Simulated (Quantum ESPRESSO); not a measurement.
# Al K ELNES/XANES of ScAl (Pm-3m) from DFT, part 2 of 3

What does one-electron theory with a core hole give for the Al K edge of ScAl (Pm-3m)?

Quantum ESPRESSO 7.5; X-ray absorption near-edge structure, plane-wave PAW LDA, one-electron final states by a Lanczos continued fraction.

So far. Step 2 (The field without a hole): The mesh shows no gap, so the system is treated as a metal and the core electron is put at the Fermi level (neutral cell). Step 3 (Spectrum without a core hole, Al atom 2): Main maxima below 24 eV (height): 1.1 eV (0.93), 6.7 eV (2.06), 10.3 eV (1.47), 12.2 eV (1.51), 15.0 eV (1.21), 21.2 eV (1.54) and 23.2 eV (1.54). A K edge sees empty p states on the absorber.

**6. The atom with a core hole**

Level of this step: all-electron atom with a core hole and its PAW potential, LDA, scalar-relativistic (Quantum ESPRESSO).

The frozen core must hold the hole, so the absorber gets a data set of its own.

The input, Al.lda-nl-kjpaw-1sch.ld1.in:

```
&input
   title='Al', zed=13., rel=1, iswitch=3, dft='PZ',
   config='1s1 2s2 2p6 3s2 3p2 3d-1'
/
&inputp
   file_pseudopw='Al.lda-nl-kjpaw-1sch.UPF', author='',
   lpaw=.true.,
   pseudotype=3,
   lloc=2,
   which_augfun='PSQ',
   rmatch_augfun_nc=.true.,
   nlcc=.true.,
   new_core_ps=.true.,
   rcore=1.8,
   tm=.true.,
   zval=4,
   lgipaw_reconstruction=.true., use_paw_as_gipaw=.true.
/
5
3S  1  0  2.00  0.00  1.50  1.90  0.0
3S  1  0  0.00  6.00  1.50  1.90  0.0
3P  2  1  2.00  0.00  1.50  1.90  0.0
3P  2  1  0.00  3.50  1.50  1.90  0.0
3D  3  2  0.00  1.00  1.90  1.90  0.0
```

Command:

```bash
$ ld1.x < Al.lda-nl-kjpaw-1sch.ld1.in > Al.lda-nl-kjpaw-1sch.ld1.out
```

The program printed:

```text
     [... banner and references ...]
PAW data will be used for GIPAW calculation
     --------------------------- All-electron run ----------------------------

     Al
     scalar relativistic calculation

     atomic number is 13.00
     dft =PZ   lsd =0 sic =0 latt =0  beta=0.20 tr2=1.0E-14
     Exchange-correlation= PZ
                           (   1   1   0   0   0   0   0)
     mesh =1135 r(mesh) = 100.48924 a.u. xmin = -7.00 dx = 0.01250
     1 Ry =  13.60569312 eV, c = 137.03599908

     n l     nl                  e(Ry)          e(Ha)          e(eV)
     1 0     1S 1( 1.00)      -120.0221       -60.0110     -1632.9833
     2 0     2S 1( 2.00)        -9.6753        -4.8377      -131.6398
     2 1     2P 1( 6.00)        -7.0820        -3.5410       -96.3550
[...]
final scf error:  7.7E-15 reached in  27 iterations

     Etot =    -368.483799 Ry,    -184.241899 Ha,   -5013.477488 eV

     Ekin =     368.369951 Ry,     184.184976 Ha,    5011.928511 eV
     Encl =    -901.648541 Ry,    -450.824271 Ha,  -12267.553359 eV
     Eh   =     193.683317 Ry,      96.841659 Ha,    2635.195779 eV
     Exc  =     -28.888526 Ry,     -14.444263 Ha,    -393.048418 eV

     normalization and overlap integrals

     s(1S/1S) =  1.000000  <r> =   0.1179  <r2> =    0.0187  r(max) =   0.0779
     s(1S/2S) = -0.000713
     s(1S/3S) = -0.000202
     s(2S/2S) =  1.000000  <r> =   0.5898  <r2> =    0.4157  r(max) =   0.4712
     s(2S/3S) = -0.000104
     s(2P/2P) =  1.000000  <r> =   0.5405  <r2> =    0.3685  r(max) =   0.3906
     s(2P/3P) = -0.000071
     s(3S/3S) =  1.000000  <r> =   2.2119  <r2> =    5.7116  r(max) =   1.8177
     s(3P/3P) =  1.000000  <r> =   2.7694  <r2> =    9.2335  r(max) =   2.1384

[...]
final scf error:  7.7E-15 reached in  27 iterations

     Etot =    -368.483799 Ry,    -184.241899 Ha,   -5013.477488 eV

     Ekin =     368.369951 Ry,     184.184976 Ha,    5011.928511 eV
     Encl =    -901.648541 Ry,    -450.824271 Ha,  -12267.553359 eV
     Eh   =     193.683317 Ry,      96.841659 Ha,    2635.195779 eV
     Exc  =     -28.888526 Ry,     -14.444263 Ha,    -393.048418 eV

     normalization and overlap integrals

     s(1S/1S) =  1.000000  <r> =   0.1179  <r2> =    0.0187  r(max) =   0.0779
     s(1S/2S) = -0.000713
     s(1S/3S) = -0.000202
     s(2S/2S) =  1.000000  <r> =   0.5898  <r2> =    0.4157  r(max) =   0.4712
     s(2S/3S) = -0.000104
     s(2P/2P) =  1.000000  <r> =   0.5405  <r2> =    0.3685  r(max) =   0.3906
     s(2P/3P) = -0.000071
     s(3S/3S) =  1.000000  <r> =   2.2119  <r2> =    5.7116  r(max) =   1.8177
     s(3P/3P) =  1.000000  <r> =   2.7694  <r2> =    9.2335  r(max) =   2.1384

     ------------------------ End of All-electron run ------------------------

     ---------------------- Testing the pseudopotential ----------------------

     Al
     scalar relativistic calculation

     atomic number is 13.00   valence charge is  4.00
     dft = SLA  PZ   NOGX NOGC   lsd =0 sic =0 latt =0  beta=0.20 tr2=1.0E-14
     mesh =1135 r(mesh) = 100.48924 xmin = -7.00 dx = 0.01250

     n l     nl             e AE (Ry)        e PS (Ry)    De AE-PS (Ry)
     1 0     3S   1( 2.00)       -0.76511       -0.76512        0.00000
     2 1     3P   1( 2.00)       -0.31467       -0.31467        0.00000

     eps = 9.0E-16  iter =  3

     Etot =    -368.483799 Ry,    -184.241899 Ha,   -5013.477488 eV
     Etotps =   -33.854001 Ry,     -16.927001 Ha,    -460.607151 eV

     Ekin =      10.385274 Ry,       5.192637 Ha,     141.298852 eV
     Encl =     -21.201173 Ry,     -10.600586 Ha,    -288.456650 eV
     Ehrt =       5.850422 Ry,       2.925211 Ha,      79.599050 eV
     Ecxc =     -28.888525 Ry,     -14.444262 Ha,    -393.048403 eV
     (Ecc =      -0.391653 Ry,      -0.195827 Ha,      -5.328711 eV)

     ---------------------- End of pseudopotential test ----------------------
```

It took 0.81 s on 1 MPI rank of Intel Xeon 6975P-C (Granite Rapids), shared host; peak memory 0.12 GiB.

Removing the core electron and adding it to the valence shell costs the free atom 1565.2 eV.

**7. Supercell with XCH, Al atom 2**

The holes are 5.8 Å apart. The excited electron is kept in the cell, where it fills the lowest empty states and screens the hole.

The input, scf.in:

```
&control
   calculation='scf', prefix='x', pseudo_dir='../pp', outdir='tmp', tprnfor=.true.
/
&system
   ibrav=0, nat=8, ntyp=3, nbnd=35
   ecutwfc=50, ecutrho=450
   occupations='smearing', smearing='mv', degauss=0.015
/
&electrons
   conv_thr=8.0e-08, electron_maxstep=120
   mixing_beta=0.5
/
ATOMIC_SPECIES
Sc 1.0 Sc.lda-spn-kjpaw.UPF
Al0 1.0 Al.lda-nl-kjpaw-1sch.UPF
Al 1.0 Al.lda-nl-kjpaw.UPF
CELL_PARAMETERS angstrom
  3.37034897 3.37034897 3.37034897
  -3.37034897 3.37034897 -3.37034897
  -3.37034897 -3.37034897 3.37034897
ATOMIC_POSITIONS crystal
Sc   0.50000000 0.00000000 0.00000000
Sc   0.50000000 0.50000000 0.50000000
Sc   0.00000000 0.00000000 0.50000000
Sc   0.00000000 0.50000000 0.00000000
Al0  0.00000000 0.00000000 0.00000000
Al   0.00000000 0.50000000 0.50000000
Al   0.50000000 0.00000000 0.50000000
Al   0.50000000 0.50000000 0.00000000
K_POINTS automatic
5 5 5 0 0 0
```

Command:

```bash
$ OMP_NUM_THREADS=1 mpirun --oversubscribe --bind-to none -np 4 pw.x -nk 4 -in scf.in > scf.out
```

The program printed:

```text
     [... banner and references ...]
[banner, memory and clock lines left out]
using ibrav=0 with symmetry is DISCOURAGED, use correct ibrav instead

     G-vector sticks info

     bravais-lattice index     =            0
     lattice parameter (alat)  =      11.0315  a.u.
     unit-cell volume          =    1033.4303 (a.u.)^3
     number of atoms/cell      =            8
     number of atomic types    =            3
     number of electrons       =        57.00
     number of Kohn-Sham states=           35
     kinetic-energy cutoff     =      50.0000  Ry
     charge density cutoff     =     450.0000  Ry
     scf convergence threshold =      8.0E-08
     mixing beta               =       0.5000
     number of iterations used =            8  plain     mixing
     Exchange-correlation= SLA  PZ   NOGX NOGC
                           (   1   1   0   0   0   0   0)

     celldm(1)=  11.031495  celldm(2)=   0.000000  celldm(3)=   0.000000
     celldm(4)=   0.000000  celldm(5)=   0.000000  celldm(6)=   0.000000

     crystal axes: (cart. coord. in units of alat)
               a(1) = (   0.577350   0.577350   0.577350 )
               a(2) = (  -0.577350   0.577350  -0.577350 )
               a(3) = (  -0.577350  -0.577350   0.577350 )

     reciprocal axes: (cart. coord. in units 2 pi/alat)
               b(1) = ( -0.000000  0.866025  0.866025 )
               b(2) = ( -0.866025  0.866025  0.000000 )
               b(3) = ( -0.866025 -0.000000  0.866025 )

     PseudoPot. #1 for Sc:     Pseudo is Projector augmented-wave + core cor, Zval = 11.0

     PseudoPot. #2 for Al:     Pseudo is Projector augmented-wave + core cor, Zval =  4.0

[...]
total energy              =    -761.15095574 Ry
     estimated scf accuracy    <       0.00000095 Ry

     iteration # 18     ecut=    50.00 Ry     beta= 0.50
     Davidson diagonalization with overlap
     ethr =  1.34E-09,  avg # of iterations =  5.8

     End of self-consistent calculation

          k =-0.0000 0.0000 0.0000 (  6099 PWs)   bands (ev):

   -39.4843 -39.4539 -39.4539 -39.4539 -18.4946 -18.4946 -18.4946 -18.4919
   -18.4919 -18.4919 -18.3365 -18.3365 -18.3365 -18.3055 -18.3022 -18.3022
     0.5259   3.4774   4.7425   4.7425   6.9552   6.9552   6.9552   7.6701
     7.6701   7.6701   8.6378   8.6378   8.6378   8.8058   8.8058  10.9425
    10.9556  10.9646  10.9699

     [... bands of 9 further k-points ...]

     the Fermi energy is     9.6203 ev

!    total energy              =    -761.15095607 Ry
     total all-electron energy =     -7920.743021 Ry
     estimated scf accuracy    <       0.00000007 Ry
     smearing contrib. (-TS)   =      -0.00018144 Ry
     internal energy E=F+TS    =    -761.15077463 Ry

     The total energy is F=E-TS. E is the sum of the following terms:
     one-electron contribution =    -154.19954054 Ry
     hartree contribution      =      96.10386674 Ry
     xc contribution           =     -80.20111638 Ry
     ewald contribution        =    -270.62049008 Ry
     one-center paw contrib.   =    -352.23349437 Ry

     convergence has been achieved in  18 iterations

     Forces acting on atoms (cartesian axes, Ry/au):

     atom    1 type  1   force =    -0.00000000    0.00000000    0.00000000
     atom    2 type  1   force =    -0.00000000   -0.00000000    0.00000000
     atom    3 type  1   force =    -0.00000000    0.00000000    0.00000000
[...]
atom    7 type  3   force =     0.00000000    0.00000000   -0.00000000
     atom    8 type  3   force =     0.00000000   -0.00000000   -0.00000000

     Total force =     0.000000     Total SCF correction =     0.000000

     XML data file, charge density, pseudopotentials, collected wavefunctions
```

The job ended after 27 s (4 MPI ranks; peak memory 0.29 GiB).

Energy with the hole: -107767.199 eV, cores included.

**8. Spectrum with XCH, Al atom 2**

The Lanczos recursion gives the spectrum without computing empty bands; each polarisation needs a run of its own on the full k mesh. xe0 is set between filled and empty states, and states below it are cut, here at the Fermi level, which holds the excited electron. The file of filecore holds the core orbital, taken from the hole-free data set.

The input, xspectra.in:

```
&input_xspectra
   calculation='xanes_dipole', edge='K'
   prefix='x', outdir='tmp', xiabs=2, xe0=9.6203
   xonly_plot=.false., x_save_file='xanes.sav'
   xniter=3000, xcheck_conv=20, xerror=0.005
   xcoordcrys=.false., xepsilon(1)=1, xepsilon(2)=0, xepsilon(3)=0
/
&plot
   xnepoint=413, xemin=-10, xemax=45, terminator=.true., cut_occ_states=.true.
   xgamma=0.4
/
&pseudos
   filecore='../Al.wfc'
/
&cut_occ
   cut_desmooth=0.1, cut_stepl=0.05, cut_stepu=0.05, cut_ierror=1e-5
/
6 6 6 0 0 0
```

Command:

```bash
$ OMP_NUM_THREADS=1 mpirun --oversubscribe --bind-to none -np 4 xspectra.x -nk 4 -in xspectra.in > xspectra.out
```

The program printed:

```text
     [... banner and references ...]
Reading input_file

     calculation: xanes_dipole

     xepsilon  [cartesian coordinates]:   1.000000   0.000000   0.000000

     xonly_plot: FALSE
        => complete calculation: Lanczos + spectrum plot

     filecore (core-wavefunction file): ../Al.wfc

     main plot parameters:
        cut_occ_states: TRUE
        gamma_mode:  constant
        -> using xgamma [eV]:  0.40
        xemin [eV]: -10.00
        xemax [eV]:  45.00
        xnepoint:  413
        xe0 [eV]:   9.620300 (energy zero read in input file)

     WARNING: variable ef_r is obsolete

                      Reading SCF save directory: x.save

     tmp/x.save/

     Exchange-correlation= PZ
                           (   1   1   0   0   0   0   0)

     G-vector sticks info

                           Getting the Fermi energy

     From SCF save directory:
        ehomo [eV]:    9.9772 (highest occupied level)
        elumo [eV]:    9.9867 (lowest occupied level)
        ef    [eV]:    9.9772

     -> ef (in eV) will be written in x_save_file

                           Energy zero of the spectrum

     -> ef will NOT be used as energy zero of the spectrum
       (because xe0 read in input file)

     G-vector sticks info

     bravais-lattice index     =            0
     lattice parameter (alat)  =      11.0315  a.u.
     unit-cell volume          =    1033.4303 (a.u.)^3
     number of atoms/cell      =            8
     number of atomic types    =            3
     number of electrons       =        57.00
     number of Kohn-Sham states=           35
     kinetic-energy cutoff     =      50.0000  Ry
     charge density cutoff     =     450.0000  Ry
     Exchange-correlation= PZ
                           (   1   1   0   0   0   0   0)

     celldm(1)=  11.031495  celldm(2)=   0.000000  celldm(3)=   0.000000
     celldm(4)=   0.000000  celldm(5)=   0.000000  celldm(6)=   0.000000

     crystal axes: (cart. coord. in units of alat)
               a(1) = (   0.577350   0.577350   0.577350 )
               a(2) = (  -0.577350   0.577350  -0.577350 )
               a(3) = (  -0.577350  -0.577350   0.577350 )

     reciprocal axes: (cart. coord. in units 2 pi/alat)
               b(1) = ( -0.000000  0.866025  0.866025 )
               b(2) = ( -0.866025  0.866025  0.000000 )
               b(3) = ( -0.866025 -0.000000  0.866025 )

     PseudoPot. #1 for Sc:     Pseudo is Projector augmented-wave + core cor, Zval = 11.0

     PseudoPot. #2 for Al:     Pseudo is Projector augmented-wave + core cor, Zval =  4.0

     PseudoPot. #3 for Al:     Pseudo is Projector augmented-wave + core cor, Zval =  3.0

     atomic species   valence    mass     pseudopotential
     Sc               11.00     1.00000     Sc( 1.00)
     Al0               4.00     1.00000     Al( 1.00)
     Al                3.00     1.00000     Al( 1.00)

     48 Sym. Ops., with inversion, found

   Cartesian axes

     site n.     atom                  positions (alat units)
         1        Sc     tau(   1) = (   0.2886751   0.2886751   0.2886751  )
         2        Sc     tau(   2) = (  -0.2886751   0.2886751   0.2886751  )
         3        Sc     tau(   3) = (  -0.2886751  -0.2886751   0.2886751  )
         4        Sc     tau(   4) = (  -0.2886751   0.2886751  -0.2886751  )
         5        Al0    tau(   5) = (   0.0000000   0.0000000   0.0000000  )
         6        Al     tau(   6) = (  -0.5773503   0.0000000   0.0000000  )
         7        Al     tau(   7) = (   0.0000000   0.0000000   0.5773503  )
         8        Al     tau(   8) = (   0.0000000   0.5773503   0.0000000  )

     number of k points=   216  Marzari-Vanderbilt smearing, width (Ry)=  0.0150

     Number of k-points >= 100: set verbosity='high' to print them.

     Dense  grid:   166279 G-vectors     FFT dimensions: (  75,  75,  75)

     Smooth grid:    49517 G-vectors     FFT dimensions: (  50,  50,  50)

     The potential is recalculated from file :
     tmp/x.save/charge-density

     Starting wfcs are   56 atomic wfcs
     Checking if some PAW data can be deallocated...

               Reading core wavefunction file for the absorbing atom

     ../Al.wfc successfully read

                              Attributing the PAW radii
                     for the absorbing atom [units: Bohr radius]

        PAW proj 1: r_paw(l= 0)= 2.85  (1.5*r_cut)
        PAW proj 2: r_paw(l= 0)= 2.85  (1.5*r_cut)
        PAW proj 3: r_paw(l= 1)= 2.85  (1.5*r_cut)
        PAW proj 4: r_paw(l= 1)= 2.85  (1.5*r_cut)

        NB: The calculation will not necessary use all these r_paw values.
            - For a edge in the electric-dipole approximation,
              only the r_paw(l=1) values are used.
            - For a K edge in the electric-quadrupole approximation,
              only the r_paw(l=2) values are used.

            - For a L2 or L3 edge in the electric-quadrupole approximation,

              all projectors (s, p and d) are used.

                          Starting XANES calculation
                     in the electric dipole approximation

     Method of calculation based on the Lanczos recursion algorithm
        - STEP 1: Construction of a kpoint-dependent Lanczos basis,
          in which the Hamiltonian is tridiagonal (each 'iter'
          corresponds to the calculation of one more Lanczos vector)
        - STEP 2: Calculation of the cross-section as a continued fraction
          averaged over the k-points.

     ... Begin STEP 1 ...

        Radial transition matrix element(s) used in the calculation of the
        initial vector of the Lanczos basis (|tilde{phi}_abs> normalized)
        | For PAW proj. (l=1) #1: radial matrix element =   0.026636768
        | For PAW proj. (l=1) #2: radial matrix element =   0.041269511

NB: the    54 k-point are not all listed below because npool=  4
        |-------------------------------------------------------------
        ! k-point #     1:  (-0.0000,  0.0000,  0.0000),  0.0093,   1
        |-------------------------------------------------------------
 okvan= T
        |   Norm of the initial Lanczos vector: 0.27072752E-01
        |   Estimated error at iter     20:   1.00688286
        |   Estimated error at iter     40:   0.77458631
        |   Estimated error at iter     60:   0.53137956
        |   Estimated error at iter     80:   0.33742828
        !   => CONVERGED at iter    100 with error=  0.00145051
        |-------------------------------------------------------------
        ! k-point #     2:  (-0.1443, -0.0000,  0.1443),  0.0093,   1
        |-------------------------------------------------------------
 okvan= T
        |   Norm of the initial Lanczos vector: 0.27073704E-01
        |   Estimated error at iter     20:   1.00699161
[...]
!   => CONVERGED at iter    500 with error=  0.00290334
        |-------------------------------------------------------------
     [... 51 further k-points ...]
        ! k-point #    54:  (-1.0104,  0.4330,  0.8660),  0.0093,   1
        |-------------------------------------------------------------
 okvan= T
        |   Norm of the initial Lanczos vector: 0.27073454E-01
[...]
|   Estimated error at iter    380:   0.01990359
        |   Estimated error at iter    400:   0.00697255
        |   Estimated error at iter    420:   0.00985020
        !   => CONVERGED at iter    440 with error=  0.00456949

     Results of STEP 1 successfully written in x_save_file
     x_save_file name:
     ->  xanes.sav
     x_save_file version:  2

     ... End STEP 1 ...

     ... Begin STEP 2 ...

     The spectrum is calculated using the following parameters:
        xe0 [eV]:    9.6203
        the occupied states are elimintate from the spectrum
        xemin [eV]: -10.00
        xemax [eV]:  45.00
        xnepoint:  413
        constant broadening parameter [eV]:    0.400
        Core level energy [eV]:  -1559.
         (from electron binding energy of neutral atoms in X-ray data booklet)

     Cross-section successfully written in xanes.dat

     ... End STEP 2 ...

                                END JOB XSpectra
```

The job ended after 82 s (4 MPI ranks; peak memory 0.23 GiB).

The Al K spectrum, Al atom 2, excited-electron core hole (neutral cell) (energy from the energy zero of the input (xe0, at the border of filled and empty states); intensity scaled to a mean of 1 over the first 20 eV; the points at xe0, where the cut of filled states can leave a spike, are interpolated):

```csv
E (eV),intensity
-2.0,0.07
-1.5,0.09
-1.0,0.13
-0.5,0.23
0.0,0.61
0.5,1.02
1.0,0.96
1.5,0.63
2.0,0.51
2.5,0.62
3.0,0.93
3.5,1.23
4.0,1.34
4.5,1.43
5.0,1.73
5.5,2.01
6.0,1.99
6.5,1.46
7.0,1.02
7.5,0.83
8.0,0.88
8.5,0.89
9.0,1.13
9.5,1.13
10.0,1.21
10.5,1.19
11.0,1.12
11.5,1.05
12.0,0.93
12.5,0.92
13.0,0.83
13.5,0.86
14.0,0.94
14.5,0.79
15.0,0.70
15.5,0.66
16.0,0.52
16.5,0.52
17.0,0.62
17.5,0.70
18.0,0.71
18.5,0.77
19.0,0.98
19.5,1.30
20.0,1.30
20.5,1.52
21.0,1.50
21.5,1.15
22.0,1.00
22.5,1.11
23.0,1.11
23.5,1.13
24.0,1.04
24.5,1.04
25.0,1.08
25.5,1.26
26.0,1.21
26.5,1.12
27.0,1.13
27.5,1.07
28.0,1.05
28.5,1.31
29.0,1.15
29.5,0.90
30.0,0.72
30.5,0.67
31.0,0.78
31.5,0.81
32.0,0.94
```

Main maxima below 24 eV (height): 0.7 eV (1.07), 5.8 eV (2.04), 9.2 eV (1.21), 10.3 eV (1.22), 20.7 eV (1.59), 22.7 eV (1.14) and 23.6 eV (1.13). 

The total-energy difference is 1563.32 eV. One term is added: -13.88 eV, since the hole is spin-paired here and a spin-polarised one costs that much less in the free atom (computed apart). The photon energy is then 1549.44 eV. The tabulated edge of the element is 1559 eV. The functional leaves an error in such absolute values: in the free atom LDA prices this hole 7.2 eV below PBE (computed apart), and PBE is itself good to a few eV.

(Continued in part 3 of 3.)

[Banner, clock and machine lines of the logs are left out without a mark of their own.]

[Logs are printed without paths, hosts, clocks, repeated set-up lines and the standing remarks that a program may print on its own settings, such as how far it seeks lower states.]

[Hosts, paths, dates, database ids (printed as entryN), source tags and the programs' standing remarks are cut or masked in the printed files.]

[Lists of maxima count a maximum above −3 eV only where it reaches 4 % of the highest in the window and stands out from its surroundings by 2 % of it (1.5 % where it reaches 55 %); shoulders and weaker maxima are passed over, and of the rest the first, up to two pre-edge ones and the few strongest are named.]
